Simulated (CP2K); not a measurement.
Consider formate at its PBE geometry (Å).

```xyz
4

O     1.2350   -0.3109   -0.0016
C     0.0034   -0.0161   -0.0001
O    -1.0091   -0.7772   -0.0016
H    -0.2294    1.1041    0.0034
```

Method: CP2K XAS_TDP, all-electron GAPW, PBEh(45%), aug-cc-pVTZ, TDA, GW2X-corrected core level, no relativity.

**Question.** Predict the bright core excitations at the C K edge.

Leading lines: C2 288.82 eV. The leading line of an atom is its first one with 35 % of the strongest within 2.5 eV of its lowest line over the strength cut. Core ionisation energies at this level: C2 288.13 eV.

The first six lines of each atom with a strength over 0.0015:

```
                    atom  energy (eV)  states  strength, one atom  above the computed threshold
C2 (bonded to 2 O and H)       288.82       1              0.0733                           yes
                               289.94       1              0.0071                           yes
                               291.36       1              0.0023                           yes
                               291.38       1              0.0021                           yes
                               292.23       1              0.0142                           yes
                               293.86       2              0.0031                           yes
```

Lines are vertical, at one geometry, with no vibrational structure. GW2X ionisation energies and lines can be off by 1 to 2 eV either way, and a good line position may hide errors that cancel. These values hold no scalar relativity, about 0.1 eV for C 1s. Rydberg lines, and the discretised continuum above threshold, depend on the basis and the box. The ion (charge -1) is isolated, with no counter-ion or solvent. In an isolated anion many lines lie above the ionisation threshold and are held only by the finite basis.

[Banner, clock and machine lines of the logs are left out without a mark of their own.]

[Logs are printed without paths, hosts, clocks, repeated set-up lines and the standing remarks that a program may print on its own settings, such as how far it seeks lower states.]

[Hosts, paths, dates, database ids (printed as entryN), source tags and the programs' standing remarks are cut or masked in the printed files.]
